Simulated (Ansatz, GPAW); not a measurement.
# How TiMn3P (model structure) absorbs and reflects light, part 2 of 3

Aim: the dielectric function of TiMn3P (model structure), and the optical constants that follow from it. The structure is a model built here, which may or may not match a known phase. It was built so: All N replaced by P and Sn replaced by Ti in the Pm-3m structure of Mn3SnN. The cell is first relaxed with Ansatz.

GPAW 26.7.0; DFT, revPBE, plane-wave PAW (GPAW data sets), scalar-relativistic, RPA, optical limit.

So far: Starting point; Relaxation.

## (3) Ground state

First the ground state: is it a metal or has it a gap?

This step: DFT, revPBE, plane-wave PAW (GPAW data sets), scalar-relativistic, ground state (GPAW 26.7.0).

gs.py

```python
from ase import Atoms
from ase.dft.bandgap import bandgap
from gpaw import GPAW, PW, FermiDirac

atoms = Atoms(['Mn', 'Mn', 'Mn', 'Ti', 'P'],
              cell=[[4.31183097, 0.00000000, 0.00000000],
                    [0.00000000, 4.31183097, 0.00000000],
                    [0.00000000, 0.00000000, 4.31183097]],
              scaled_positions=[[0.50000000, 0.50000000, 1.00000000],
                                [0.50000000, 1.00000000, 0.50000000],
                                [1.00000000, 0.50000000, 0.50000000],
                                [0.00000000, 0.00000000, 1.00000000],
                                [0.50000000, 0.50000000, 0.50000000]],
              pbc=[True, True, True])
atoms.set_initial_magnetic_moments([4.0, 4.0, 4.0, 1.0, 0.0])
atoms.calc = GPAW(mode=PW(450), xc='revPBE', kpts={'size': (5, 5, 5), 'gamma': True},
                  occupations=FermiDirac(0.05), maxiter=150, txt='gs.txt')
print('energy (eV)', atoms.get_potential_energy())
print('Fermi level (eV)', atoms.calc.get_fermi_level())
print('valence electrons', atoms.calc.get_number_of_electrons())
print('gap (eV)', bandgap(atoms.calc, output=None)[0])
print('direct gap (eV)', bandgap(atoms.calc, direct=True, output=None)[0])
print('moments', atoms.get_magnetic_moments().round(3).tolist())
atoms.calc.write('gs.gpw')
```

The run is started by

```bash
> OMP_NUM_THREADS=1 python gs.py
```

Numbers of over 12 decimals in the logs are rounded to 6 here.

The log of the run:

```text
__  _  _
 | _ |_)|_||  |
 |__||  | ||/\| - 26.7.0

Versions:
  Python: 3.12.14
  ASE:    3.29.0
  Numpy:  2.5.5
  Scipy:  1.18.1
  Libxc:  7.0.0

Input parameters:
  mode=PW(ecut=450.000000),
  kpts=MonkhorstPack(size=(5, 5, 5), gamma=True),
  maxiter=150,
  occupations=Occupations(name='fermi-dirac', width=0.05, fixmagmom=False),
  xc=XC(name='revPBE')

Diagonalizing LCAO Hamiltonian
Converting LCAO to pw mode
    .----------.
   /|          |
  / |          |
 *  |          |
 | Mn   P      |
 |  .----------.
 | /   Mnn    /
 |/          /
 Ti---------*

Atoms  # Å, Bohr magnetons
|   | symbol |        x |        y |        z |    initial magnetic moments |
| 0 |     Mn | 2.155915 | 2.155915 | 4.311831 | ( 0.0000,  0.0000,  4.0000) |
| 1 |     Mn | 2.155915 | 4.311831 | 2.155915 | ( 0.0000,  0.0000,  4.0000) |
| 2 |     Mn | 4.311831 | 2.155915 | 2.155915 | ( 0.0000,  0.0000,  4.0000) |
| 3 |     Ti | 0.000000 | 0.000000 | 4.311831 | ( 0.0000,  0.0000,  1.0000) |
| 4 |      P | 2.155915 | 2.155915 | 2.155915 | ( 0.0000,  0.0000,  0.0000) |

Unit cell  # Å
| periodic |        x |        y |        z |  lengths |    angles |
|      yes | 4.311831 | 0.000000 | 0.000000 | 4.311831 | 90.000000 |
|      yes | 0.000000 | 4.311831 | 0.000000 | 4.311831 | 90.000000 |
|      yes | 0.000000 | 0.000000 | 4.311831 | 4.311831 | 90.000000 |

Number of symmetries: 48
Symmetry operations  # r_c * U_cc + t_c -> r_c
|    | kind |            matrix            |
|  0 |  E   |  1, 0, 0,  0, 1, 0,  0, 0, 1 |
|  1 |  σ   |  1, 0, 0,  0, 1, 0,  0, 0,-1 |
|  2 |  σ   |  1, 0, 0,  0, 0, 1,  0, 1, 0 |
|  3 |  C4  |  1, 0, 0,  0, 0, 1,  0,-1, 0 |
|  4 |  C4  |  1, 0, 0,  0, 0,-1,  0, 1, 0 |
|  5 |  σ   |  1, 0, 0,  0, 0,-1,  0,-1, 0 |
|  6 |  σ   |  1, 0, 0,  0,-1, 0,  0, 0, 1 |
|  7 |  C2  |  1, 0, 0,  0,-1, 0,  0, 0,-1 |
|  8 |  σ   |  0, 1, 0,  1, 0, 0,  0, 0, 1 |
|  9 |  C2  |  0, 1, 0,  1, 0, 0,  0, 0,-1 |
| 10 |  C3  |  0, 1, 0,  0, 0, 1,  1, 0, 0 |
| 11 |  S6  |  0, 1, 0,  0, 0, 1, -1, 0, 0 |
| 12 |  S6  |  0, 1, 0,  0, 0,-1,  1, 0, 0 |
| 13 |  C3  |  0, 1, 0,  0, 0,-1, -1, 0, 0 |
| 14 |  C4  |  0, 1, 0, -1, 0, 0,  0, 0, 1 |
| 15 |  S4  |  0, 1, 0, -1, 0, 0,  0, 0,-1 |
| 16 |  C3  |  0, 0, 1,  1, 0, 0,  0, 1, 0 |
| 17 |  S6  |  0, 0, 1,  1, 0, 0,  0,-1, 0 |
| 18 |  σ   |  0, 0, 1,  0, 1, 0,  1, 0, 0 |
| 19 |  C4  |  0, 0, 1,  0, 1, 0, -1, 0, 0 |
| 20 |  C2  |  0, 0, 1,  0,-1, 0,  1, 0, 0 |
| 21 |  S4  |  0, 0, 1,  0,-1, 0, -1, 0, 0 |
| 22 |  S6  |  0, 0, 1, -1, 0, 0,  0, 1, 0 |
| 23 |  C3  |  0, 0, 1, -1, 0, 0,  0,-1, 0 |
| 24 |  S6  |  0, 0,-1,  1, 0, 0,  0, 1, 0 |
| 25 |  C3  |  0, 0,-1,  1, 0, 0,  0,-1, 0 |
| 26 |  C4  |  0, 0,-1,  0, 1, 0,  1, 0, 0 |
| 27 |  σ   |  0, 0,-1,  0, 1, 0, -1, 0, 0 |
| 28 |  S4  |  0, 0,-1,  0,-1, 0,  1, 0, 0 |
| 29 |  C2  |  0, 0,-1,  0,-1, 0, -1, 0, 0 |
| 30 |  C3  |  0, 0,-1, -1, 0, 0,  0, 1, 0 |
| 31 |  S6  |  0, 0,-1, -1, 0, 0,  0,-1, 0 |
| 32 |  C4  |  0,-1, 0,  1, 0, 0,  0, 0, 1 |
| 33 |  S4  |  0,-1, 0,  1, 0, 0,  0, 0,-1 |
| 34 |  S6  |  0,-1, 0,  0, 0, 1,  1, 0, 0 |
| 35 |  C3  |  0,-1, 0,  0, 0, 1, -1, 0, 0 |
| 36 |  C3  |  0,-1, 0,  0, 0,-1,  1, 0, 0 |
| 37 |  S6  |  0,-1, 0,  0, 0,-1, -1, 0, 0 |
| 38 |  σ   |  0,-1, 0, -1, 0, 0,  0, 0, 1 |
| 39 |  C2  |  0,-1, 0, -1, 0, 0,  0, 0,-1 |
| 40 |  σ   | -1, 0, 0,  0, 1, 0,  0, 0, 1 |
| 41 |  C2  | -1, 0, 0,  0, 1, 0,  0, 0,-1 |
| 42 |  C2  | -1, 0, 0,  0, 0, 1,  0, 1, 0 |
| 43 |  S4  | -1, 0, 0,  0, 0, 1,  0,-1, 0 |
| 44 |  S4  | -1, 0, 0,  0, 0,-1,  0, 1, 0 |
| 45 |  C2  | -1, 0, 0,  0, 0,-1,  0,-1, 0 |
| 46 |  C2  | -1, 0, 0,  0,-1, 0,  0, 0, 1 |
| 47 |  i   | -1, 0, 0,  0,-1, 0,  0, 0,-1 |

BZ-sampling:
  Number of BZ points: 125
  Number of IBZ points: 10

  Monkhorst-Pack size: [5, 5, 5]
  Monkhorst-Pack shift: [0, 0, 0]

K-points  # in reciprocal-cell coordinates
|   |                                coordinates |     weight |
| 0 | (  0.00000000,   0.00000000,   0.00000000) | 0.00800000 |
| 1 | (  0.20000000,   0.00000000,   0.00000000) | 0.04800000 |
| 2 | (  0.20000000,   0.20000000,   0.00000000) | 0.09600000 |
| 3 | (  0.20000000,   0.20000000,   0.20000000) | 0.06400000 |
| 4 | (  0.40000000,   0.00000000,   0.00000000) | 0.04800000 |
| 5 | (  0.40000000,   0.20000000,   0.00000000) | 0.19200000 |
| 6 | (  0.40000000,   0.20000000,   0.20000000) | 0.19200000 |
| 7 | (  0.40000000,   0.40000000,   0.00000000) | 0.09600000 |
| 8 | (  0.40000000,   0.40000000,   0.20000000) | 0.19200000 |
| 9 | (  0.40000000,   0.40000000,   0.40000000) | 0.06400000 |

Plane wave coefficients: 1763
Cutoff: 450.000000 eV

Spin-components: 2 (collinear spins)
Bands:           49
Projectors:      29
Spin-degeneracy: 1
Datatype:        complex128

Parallelization:
  kpt:    1
  domain: 1
  band:   1

Density:
  Valence electrons: 62.0
  Components: 2
  Grid points: [24 24 24]
  Charge: 0.0  # |e|

Potential:
  Grid points: [24 24 24]

species:
  Mn:
    name:    Manganese
    id:
    Z:       25.0
    valence: 15
    core:    10
    charge:  0.0  # [|e|]
    compensation charges:
      type: gauss
      rc: 0.38  # [Å]
      lmax: 2
    cutoffs:
      filter: 2.14  # [Å]
      core: 0.86  # [Å]
    projectors
    | kind |    occ | energy [eV] | rcut [Å] |
    |   3s |  2.000 |     -85.913 |    1.275 |
    |   4s |  2.000 |      -5.050 |    1.275 |
    |   3p |  6.000 |     -54.598 |    1.281 |
    |   4p |  0.000 |      -1.347 |    1.281 |
    |   3d |  5.000 |      -6.716 |    1.138 |
    |    d |        |      20.495 |    1.138 |

    Using partial waves for Mn as LCAO basis

  Ti:
    name:    Titanium
    id:
    Z:       22.0
    valence: 12
    core:    10
    charge:  0.0  # [|e|]
    compensation charges:
      type: gauss
      rc: 0.38  # [Å]
      lmax: 2
    cutoffs:
      filter: 2.23  # [Å]
      core: 1.02  # [Å]
    projectors
    | kind |    occ | energy [eV] | rcut [Å] |
    |   3s |  2.000 |     -62.686 |    1.270 |
    |   4s |  2.000 |      -4.427 |    1.270 |
    |   3p |  6.000 |     -38.877 |    1.058 |
    |   4p |  0.000 |      -1.455 |    1.058 |
    |   3d |  2.000 |      -4.209 |    1.058 |
    |    d |        |      23.002 |    1.058 |

    Using partial waves for Ti as LCAO basis

  P:
    name:    Phosphorus
    id:
    Z:       15.0
    valence: 5
    core:    10
    charge:  0.0  # [|e|]
    compensation charges:
      type: gauss
      rc: 0.30  # [Å]
      lmax: 2
    cutoffs:
      filter: 1.69  # [Å]
      core: 1.81  # [Å]
    projectors
    | kind |    occ | energy [eV] | rcut [Å] |
    |   3s |  2.000 |     -13.940 |    0.953 |
    |   3p |  3.000 |      -5.481 |    0.953 |
    |    s |        |      13.271 |    0.953 |
    |    p |        |      21.731 |    0.953 |
    |    d |        |       0.000 |    0.953 |

    Using partial waves for P as LCAO basis

Reference energy: -127086.380734  # eV

eigensolver:
  PPCG
  Converge bands: occupied
  niter=2

density mixing:
  MSR1-Mixer
  Pratt-step length: 0.05
  Maximum mixing coefficient: 0.75
  Old densities: 10
  SVD Regularization: 0.005
  Good broyden scale: 1.0
  Trust region scale: 1.0
  Backstep threshold: 4.0
  History deletion threshold: 6.0
  Fourier metric: weight=20.0, sigma=0.015

occupation numbers:
  Fermi-Dirac:
    width: 0.0500  # eV

poisson solver:
  ecut: 3600.000000  # eV

xc functional:
  name: revPBE with 2 nearest neighbor stencil

convergence criteria:
- Maximum [total energy] change in last 3 cyles: 0.0005 eV / valence electron
- Maximum integral of absolute [dens]ity change: 0.0001 electrons / valence electron
- Maximum integral of absolute [eigenst]ate change: 4e-08 eV^2 / valence electron
maximum number of iterations: 150

SCF iterations
|iter     |      energy | eigst |  dens |  magmom |
|iter:   1||  -39.334780 | +0.48 |       | +13.0283|
|iter:   2||  -38.084040 | -1.11 | -0.89 | +12.8181|
|iter:   3||  -37.911427 | -1.28 | -0.98 | +11.7782|
|iter:   4||  -37.997664 | -1.94 | -1.11 | +11.2740|
|iter:   5||  -38.407560 | -2.02 | -1.16 |  +9.5181|
|iter:   6||  -38.672727 | -2.12 | -1.27 |  +7.0857|
|iter:   7||  -38.705204 | -2.88 | -1.76 |  +6.5438|
|iter:   8||  -38.697493 | -3.51 | -1.85 |  +6.9861|
|iter:   9||  -38.709659c| -3.43 | -2.18 |  +6.5550|
|iter:  10||  -38.709955c| -5.00 | -2.81 |  +6.6649|
|iter:  11||  -38.710386c| -4.62 | -2.96 |  +6.6276|
|iter:  12||  -38.710413c| -5.79 | -3.36 |  +6.6327|
|iter:  13||  -38.710463c| -5.57 | -3.47 |  +6.6463|
|iter:  14||  -38.710455c| -7.23 | -4.17c|  +6.6438|
|iter:  15||  -38.710456c| -7.70c| -4.70c|  +6.6436|

Converged in 15 steps
SCF loop duration: 52.683 s (3.512 s/step)
Energy contributions relative to reference atoms: (reference = -127086.380734)

Energy contributions:
  Kinetic:          27.915185
  Coulomb:         -22.948158
  Zero:              0.466810
  External:          0.000000
  Xc:              -44.132938
  Entropy:          -0.022709
  Spinorbit:         0.000000
  ----------------------------
  Free energy:     -38.721810
  Extrapolated:    -38.710456

dipole moment: (-23.324142, -23.324142, -23.324142)  # |e|*Ang

Total magnetic moment: (0.000000, 0.000000, 6.643636)

Local magnetic moments
|        x |        y |         z |
| 0.000000 | 0.000000 |  2.774120 |  # Mn   0
| 0.000000 | 0.000000 |  2.774120 |  # Mn   1
| 0.000000 | 0.000000 |  2.774120 |  # Mn   2
| 0.000000 | 0.000000 | -1.129600 |  # Ti   3
| 0.000000 | 0.000000 | -0.100066 |  # P    4

Fermi level: 7.481
Eigenvalues  # (at kpt = [0.000, 0.000, 0.000])
| band index |      eig [eV] | occ [0-1] |      eig [eV] | occ [0-1] |
|          0 |       -73.015 |     1.000 |       -69.916 |     1.000 |
|        ... |               |           |               |           |
|         23 |         4.195 |     1.000 |         5.641 |     1.000 |
|         24 |         4.357 |     1.000 |         5.641 |     1.000 |
|         25 |         4.357 |     1.000 |         5.641 |     1.000 |
|         26 |         5.519 |     1.000 |         7.579 |     0.125 |
|         27 |         5.519 |     1.000 |         7.579 |     0.125 |
|         28 |         5.831 |     1.000 |         7.579 |     0.125 |
|         29 |         5.831 |     1.000 |         7.600 |     0.085 |
|         30 |         5.831 |     1.000 |         7.600 |     0.085 |
|         31 |         6.620 |     1.000 |         9.382 |     0.000 |
|         32 |         6.654 |     1.000 |         9.382 |     0.000 |
|         33 |         6.654 |     1.000 |         9.629 |     0.000 |
|         34 |         6.654 |     1.000 |         9.629 |     0.000 |
|         35 |         8.698 |     0.000 |         9.629 |     0.000 |
|         36 |         8.698 |     0.000 |         9.750 |     0.000 |
|         37 |         9.781 |     0.000 |         9.750 |     0.000 |
|        ... |               |           |               |           |
|         48 |        16.186 |     0.000 |        16.723 |     0.000 |

No gap
No difference between direct/indirect transitions

--- standard output ---
energy (eV) -38.710456
Fermi level (eV) 7.481402
valence electrons 62.0
gap (eV) 0.0
direct gap (eV) 0.0
moments [2.774, 2.774, 2.774, -1.13, -0.1]
```

The job ended after 57 s (1 thread of Arm Neoverse V2, shared host; peak memory 0.21 GiB).

This step gave:

| Item | Value |
| --- | --- |
| energy | -38.71 eV |
| Fermi energy | 7.481 eV |
| electrons | 62 |
| site moments | 2.774, 2.774, 2.774, -1.13, -0.1 μB |

There are states at the Fermi level within the smearing, so the occupations stay smeared and the carriers get a Drude term.

## (4) Bands for the response

The response needs many more empty bands than the density does.

This step: DFT, revPBE, plane-wave PAW (GPAW data sets), scalar-relativistic, bands at fixed density (GPAW 26.7.0).

nscf.py

```python
from ase.dft.bandgap import bandgap
from gpaw import GPAW, FermiDirac

calc = GPAW('gs.gpw').fixed_density(kpts={'size': (8, 8, 8), 'gamma': True}, nbands=65, convergence={'bands': 59},
                                    occupations=FermiDirac(0.05), txt='nscf.txt')
print('gap (eV)', bandgap(calc, output=None)[0])
print('direct gap (eV)', bandgap(calc, direct=True, output=None)[0])
print('top band over the Fermi level (eV)', min(calc.get_eigenvalues(kpt=k)[58] for k in range(len(calc.get_ibz_k_points()))) - calc.get_fermi_level())
calc.write('full.gpw', mode='all')
```

The run is started by

```bash
> OMP_NUM_THREADS=1 python nscf.py
```

The log of the run:

```text
Diagonalizing LCAO Hamiltonian
Converting LCAO to pw mode
convergence criteria:
- Maximum integral of absolute [eigenst]ate change: 4e-08 eV^2 / valence electron
maximum number of iterations: 150

SCF iterations
|iter     |      energy | eigst |  dens |  magmom |
|iter:   1||             | +2.00 |       |  +6.6436|
|iter:   2||             | +1.09 |       |  +6.6436|
|iter:   3||             | -0.15 |       |  +6.6436|
|iter:   4||             | -1.30 |       |  +6.6436|
|iter:   5||             | -2.37 |       |  +6.6436|
|iter:   6||             | -3.25 |       |  +6.6436|
|iter:   7||             | -4.27 |       |  +6.6436|
|iter:   8||             | -5.20 |       |  +6.6436|
|iter:   9||             | -6.19 |       |  +6.6436|
|iter:  10||             | -7.06 |       |  +6.6436|
|iter:  11||             | -7.79c|       |  +6.6436|
SCF steps: 11
  __  _  _
 | _ |_)|_||  |
 |__||  | ||/\| - 26.7.0

Versions:
  Python: 3.12.14
  ASE:    3.29.0
  Numpy:  2.5.5
  Scipy:  1.18.1
  Libxc:  7.0.0

Input parameters:
  mode=PW(ecut=450.000000),
  convergence={'bands': 59},
  gpts=array([24, 24, 24]),
  kpts=MonkhorstPack(size=(8, 8, 8), gamma=True),
  maxiter=150,
  nbands=65,
  occupations=Occupations(name='fermi-dirac', width=0.05, fixmagmom=False),
  parallel={},
  xc=XC(name='revPBE')

--- standard output ---
gap (eV) 0.0
direct gap (eV) 0.0
top band over the Fermi level (eV) 15.719420
```

Wall time 2.7 min (1 thread); peak memory 0.34 GiB.

[end of part 2 of 3]

[Machine, clock and banner lines and Python warnings are left out of the logs.]

[Logs are printed without paths, hosts, clocks, repeated set-up lines and the standing remarks that a program may print on its own settings, such as how far it seeks lower states.]

[Hosts, paths, dates, database ids (printed as entryN), source tags and the programs' standing remarks are cut or masked in the printed files.]
